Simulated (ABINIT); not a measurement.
# A GW chain in ABINIT: CuI (Marshite)

Wanted: ground state, empty states, screening and self-energy for CuI (Marshite).

Method: PBE and many-body steps on it, plane waves, in ABINIT 10.8.3.

The database entry behind the starting cell differs from other determinations of this structure, so it need not match the best structure at room temperature.

In doubt: a PseudoDojo file used here is known to give poor structures and forces, which bears on pressures, cells, forces and phonons.

## Step 1: Starting point

The structure is cubic, space group F-43m (No. 216). Conventional cell: a = 6.063 Å, b = 6.063 Å, c = 6.063 Å, α = 90.00°, β = 90.00°, γ = 90.00°. Cu has 4 I at 2.63 Å nearest. I has 4 Cu at 2.63 Å nearest. Farther neighbours, and contacts between anions beyond the nearest, are not listed.

The cell and positions come from the Crystallography Open Database and are kept as given unless a step says otherwise.

## Step 2: Ground state

This step: ABINIT 10.8.3; DFT, PBE with spin-orbit coupling, plane waves, norm-conserving pseudopotentials.

The ground-state density comes first.

File run.abi:

```
acell 3*1.0 Angstrom
rprim 
  0.000000000000 3.031500000000 3.031500000000
  3.031500000000 -0.000000000000 3.031500000000
  3.031500000000 3.031500000000 0.000000000000
ntypat 2
znucl 29 53
natom 2
typat 1 2
xred 
  0.250000000000 0.250000000000 0.250000000000
  0.000000000000 0.000000000000 0.000000000000
pp_dirpath "pseudos"
pseudos "Cu.upf, I.upf"
ecut 42
nspinor 2
ngkpt 4 4 4
nshiftk 1
shiftk 0 0 0
kptopt 1
chksymbreak 0
nband 36
occopt 1
tolvrs 1e-10
nstep 60
prtwf 0
optforces 0
optstress 0
indata_prefix "in"
outdata_prefix "out"
tmpdata_prefix "tmp"
```

The run is started by

```console
$ OMP_NUM_THREADS=1 mpirun -n 8 abinit run.abi > log
```

What it wrote:

```text
.Version 10.8.3 of ABINIT. v10.8.2 released Aug 2026.

 Symmetries : space group F-4 3 m (#216); Bravais cF (face-center cubic)
================================================================================
 Values of the parameters that define the memory need of the present run
     intxc =       0    ionmov =       0      iscf =       7    lmnmax =      18
     lnmax =      18     mgfft =      48  mpssoang =       5    mqgrid =    3001
     natom =       2  nloc_mem =       1    nspden =       1   nspinor =       2
    nsppol =       1      nsym =      24    n1xccc =    2501    ntypat =       2
    occopt =       1   xclevel =       2
-    mband =          36        mffmem =           1         mkmem =           1
       mpw =        4916          nfft =      110592          nkpt =           8
================================================================================
  Rough estimation (10% accuracy) of disk space for files :
================================================================================

--------------------------------------------------------------------------------
------------- Echo of variables that govern the present computation ------------
--------------------------------------------------------------------------------
 -outvars: echo values of preprocessed input variables --------
            acell      1.8897261259E+00  1.8897261259E+00  1.8897261259E+00 Bohr

      chksymbreak           0
             ecut      4.20000000E+01 Hartree
-          fftalg         312

              ixc     -101130
              kpt      0.00000000E+00  0.00000000E+00  0.00000000E+00
                       2.50000000E-01  0.00000000E+00  0.00000000E+00
                       5.00000000E-01  0.00000000E+00  0.00000000E+00
                       2.50000000E-01  2.50000000E-01  0.00000000E+00
                       5.00000000E-01  2.50000000E-01  0.00000000E+00
                      -2.50000000E-01  2.50000000E-01  0.00000000E+00
                       5.00000000E-01  5.00000000E-01  0.00000000E+00
                      -2.50000000E-01  5.00000000E-01  2.50000000E-01
         kptrlatt        4    0    0      0    4    0      0    0    4
          kptrlen      3.24064478E+01
P           mkmem           1
            natom           2
            nband          36
            ngfft          48      48      48
             nkpt           8
          nspinor           2
            nstep          60
             nsym          24
           ntypat           2
              occ      1.000000  1.000000  1.000000  1.000000  1.000000  1.000000
                       1.000000  1.000000  1.000000  1.000000  1.000000  1.000000
                       1.000000  1.000000  1.000000  1.000000  1.000000  1.000000
                       1.000000  1.000000  1.000000  1.000000  1.000000  1.000000
                       1.000000  1.000000  0.000000  0.000000  0.000000  0.000000
                       0.000000  0.000000  0.000000  0.000000  0.000000  0.000000
        optforces           0
        optstress           0
            prtwf           0
            rprim      0.0000000000E+00  3.0315000000E+00  3.0315000000E+00
                       3.0315000000E+00 -0.0000000000E+00  3.0315000000E+00
                       3.0315000000E+00  3.0315000000E+00  0.0000000000E+00
          spgroup         216

           tolvrs      1.00000000E-10

             xred      2.5000000000E-01  2.5000000000E-01  2.5000000000E-01
                       0.0000000000E+00  0.0000000000E+00  0.0000000000E+00
            znucl       29.00000   53.00000

================================================================================

 chkinp: Checking input parameters for consistency.

================================================================================
== DATASET  1 ==================================================================
-   mpi_nproc: 8, omp_nthreads: 1 (-1 if OMP is not activated)

--- !DatasetInfo
iteration_state: {dtset: 1, }
dimensions: {natom: 2, nkpt: 8, mband: 36, nsppol: 1, nspinor: 2, nspden: 1, mpw: 4916, }
cutoff_energies: {ecut:  42.0, pawecutdg:  -1.0, }
electrons: {nelect:   2.60000000E+01, charge:   0.00000000E+00, occopt:   1.00000000E+00, tsmear:   1.00000000E-02, }

 Real(R)+Recip(G) space primitive vectors, cartesian coordinates (Bohr,Bohr^-1):
 R(1)=  0.0000000  5.7287048  5.7287048  G(1)= -0.0872798  0.0872798  0.0872798
 R(2)=  5.7287048  0.0000000  5.7287048  G(2)=  0.0872798 -0.0872798  0.0872798
 R(3)=  5.7287048  5.7287048  0.0000000  G(3)=  0.0872798  0.0872798 -0.0872798
 Unit cell volume ucvol=  3.7600993E+02 bohr^3
 Angles (23,13,12)=  6.00000000E+01  6.00000000E+01  6.00000000E+01 degrees

 getcut: wavevector=  0.0000  0.0000  0.0000  ngfft=  48  48  48
         ecut(hartree)=     42.000   => boxcut(ratio)=   2.03086

--- Pseudopotential description ------------------------------------------------
- Cu Generated using ONCVPSP code by D. R. Hamann
- 29.00000  19.00000  180423                  znucl, zion, pspdat
12 -101130 2 -1 1492                          pspcod,pspxc,lmax,lloc,mmax
     nproj     2     3     2     0
     spin-orbit psp
        nprojso     4     4     0
  pspatm : epsatm=   21.68135599
         --- l  ekb(1:nproj) -->
             0   -0.400201    5.020722
             1   -3.479747   -0.760379   -0.000054
             2   -6.869126   -2.531448
  spin-orbit 1    0.143883    0.047521   -0.001286   -0.000163
  spin-orbit 2    0.024044    0.006132   -0.001921   -0.001043
 pspatm: atomic psp has been read  and splines computed

- I Generated using ONCVPSP code by D. R. Hamann
- 53.00000   7.00000  180423                  znucl, zion, pspdat
12 -101130 2 -1 1210                          pspcod,pspxc,lmax,lloc,mmax
     nproj     2     4     4     0
     spin-orbit psp
        nprojso     4     4     0
  pspatm : epsatm=   19.15675463
         --- l  ekb(1:nproj) -->
             0    0.912828    5.952026
             1    3.997763    0.747877    0.008227    0.000022
             2    4.180861    0.714097    0.003511    0.000039
  spin-orbit 1   -0.419626    0.211238    0.050102   -0.000483
  spin-orbit 2    0.305294   -0.042129    0.013865   -0.001013
 pspatm: atomic psp has been read  and splines computed

   1.06179088E+03                                ecore*ucvol(ha*bohr**3)
--------------------------------------------------------------------------------

_setup2: Arith. and geom. avg. npw (full set) are    4887.172    4887.148

================================================================================

--- !BeginCycle
iteration_state: {dtset: 1, }
solver: {iscf: 7, nstep: 60, nline: 4, wfoptalg: 0, }
tolerances: {tolvrs: 1.00E-10, }

     iter   Etot(hartree)      deltaE(h)  residm     vres2
 ETOT  1  -197.82843998543    -1.978E+02 1.734E-01 1.705E+04
 ETOT  2  -197.96543326508    -1.370E-01 1.204E-01 3.309E+04
 ETOT  3  -201.68538408815    -3.720E+00 5.100E-02 6.112E+03
 ETOT  4  -202.18555297698    -5.002E-01 4.083E-02 2.353E+03
 ETOT  5  -202.37284485363    -1.873E-01 7.294E-03 9.427E+02
 ETOT  6  -202.45760372892    -8.476E-02 9.951E-04 3.285E+02
 ETOT  7  -202.49945360864    -4.185E-02 6.993E-04 4.341E+01
 ETOT  8  -202.50180445452    -2.351E-03 5.967E-05 2.694E+01
 ETOT  9  -202.50586374224    -4.059E-03 7.399E-05 8.722E-01
 ETOT 10  -202.50598716190    -1.234E-04 5.600E-05 1.470E-02
 ETOT 11  -202.50598914640    -1.984E-06 4.977E-06 3.974E-03
 ETOT 12  -202.50598984036    -6.940E-07 3.155E-05 1.112E-04
 ETOT 13  -202.50598985857    -1.820E-08 4.021E-06 8.161E-06
 ETOT 14  -202.50598986015    -1.583E-09 3.287E-05 6.634E-09
 ETOT 15  -202.50598986014     1.035E-11 3.521E-06 1.396E-10
 ETOT 16  -202.50598986015    -9.379E-12 3.019E-05 1.959E-10
 ETOT 17  -202.50598986015    -4.718E-12 3.077E-06 3.282E-12

 At SCF step   17       vres2   =  3.28E-12 < tolvrs=  1.00E-10 =>converged.

--- !ResultsGS
iteration_state: {dtset: 1, }
comment   : Summary of ground state results
lattice_vectors:
- [  0.0000000,   5.7287048,   5.7287048, ]
- [  5.7287048,  -0.0000000,   5.7287048, ]
- [  5.7287048,   5.7287048,   0.0000000, ]
lattice_lengths: [   8.10161,    8.10161,    8.10161, ]
lattice_angles: [ 60.000,  60.000,  60.000, ] # degrees, (23, 13, 12)
lattice_volume:   3.7600993E+02
convergence: {deltae: -4.718E-12, res2:  3.282E-12, residm:  3.077E-06, diffor:  0.000E+00, }
etotal    :  -2.02505990E+02
entropy   :   0.00000000E+00
fermie    :   1.49562073E-01
cartesian_stress_tensor: null
pressure_GPa: null
xred      :
- [  2.5000E-01,   2.5000E-01,   2.5000E-01, Cu]
- [  0.0000E+00,   0.0000E+00,   0.0000E+00,  I]
cartesian_forces: null
force_length_stats: {min: null, max: null, mean: null, }

 Integrated electronic density in atomic spheres:
 ------------------------------------------------
 Atom  Sphere_radius  Integrated_density
    1        2.00000         17.36513358
    2        2.00000          2.87365827
================================================================================

 ----iterations are completed or convergence reached----

 Mean square residual over all n,k,spin=   14.808E-09; max=  30.771E-07
 reduced coordinates (array xred) for    2 atoms
       0.250000      0.250000      0.250000
       0.000000      0.000000      0.000000
 rms dE/dt=  0.0000E+00; max dE/dt=  0.0000E+00; dE/dt below (all hartree)
    1       0.000000      0.000000      0.000000
    2       0.000000      0.000000      0.000000

 cartesian coordinates (angstrom) at end:
    1      1.515750     1.515750     1.515750
    2      0.000000     0.000000     0.000000
 length scales=  1.889726  1.889726  1.889726 bohr
              =  1.000000  1.000000  1.000000 angstroms
 prteigrs : about to open file out_EIG
 Fermi (or HOMO) energy (hartree) =   0.14956   Average Vxc (hartree)=  -0.33435
 Eigenvalues (hartree) for nkpt=   8  k points:
 kpt#   1, nband= 36, wtk=  0.01563, kpt=  0.0000  0.0000  0.0000 (reduced coord)
  -3.95274   -3.95274   -2.45255   -2.45255   -2.35760   -2.35760   -2.35760   -2.35760
  -0.37204   -0.37204   -0.00684   -0.00684    0.01483    0.01483    0.01483    0.01483
   0.07583    0.07583    0.07583    0.07583    0.13407    0.13407    0.14956    0.14956
   0.14956    0.14956    0.18406    0.18406    0.32017    0.32017    0.32300    0.32300
   0.32300    0.32300    0.44861    0.44861
 prteigrs : prtvol=0 or 1, do not print more k-points.

--- !EnergyTerms
iteration_state     : {dtset: 1, }
comment             : Components of total free energy in Hartree
kinetic             :  9.060895E+01
hartree             :  9.187874E+01
xc                  : -2.734829E+01
Ewald energy        : -9.134300E+01
psp_core            :  2.823837E+00
local_psp           : -2.374390E+02
non_local_psp       : -3.168724E+01
total_energy        : -2.025060E+02
total_energy_eV     : -5.510469E+03
band_energy         : -2.213474E+01

== END DATASET(S) ==============================================================
================================================================================

 -outvars: echo values of variables after computation  --------
           etotal     -2.0250598986E+02
            nband          36
             nkpt           8
          spgroup         216
 [... the other variables as echoed above ...]

 Calculation completed.
```

It took 30 s on 8 MPI ranks of Arm Neoverse V2, shared host; peak memory 0.77 GiB; 3.9 min of CPU time.

Numbers from this step:

```
total energy               : -5510.4687 eV
gap                        : 0.9388 eV
k of the valence top       : 0, 0, 0
k of the conduction bottom : 0, 0, 0
least direct gap           : 0.9388 eV
```

The gap is direct, at Γ.

[end of part 1 of 3]

[Long decimals in the printed logs are rounded to 6 places.]

[Logs are printed without paths, hosts, clocks, repeated set-up lines and the standing remarks that a program may print on its own settings, such as how far it seeks lower states.]

[Paths, hosts, dates, memory and timing lines, banners, echoed tables and standing remarks are left out of the program output; an Ansatz launch command may be rebuilt from the run's recorded settings. Measured values are a selection of at most five: reports struck by readers or far from the other reports are left out. None is set beside runs whose start may be inverted or whose files or cutoffs have a known fault.]

[Runs of the session that timed out or met a known fault of the program may be left out.]

[Hosts, paths, dates, database ids (printed as entryN), source tags and the programs' standing remarks are cut or masked in the printed files.]

[G0W0 gaps are taken among the corrected bands and points alone; a level outside them can change the order at an edge.]

[Where Ansatz stands beside ABINIT at settings called matched, ABINIT's density can come from a denser mesh and the files from another edition; pairs whose starting gaps differed by over 0.03 eV were left out, so agreement reads better than it is.]
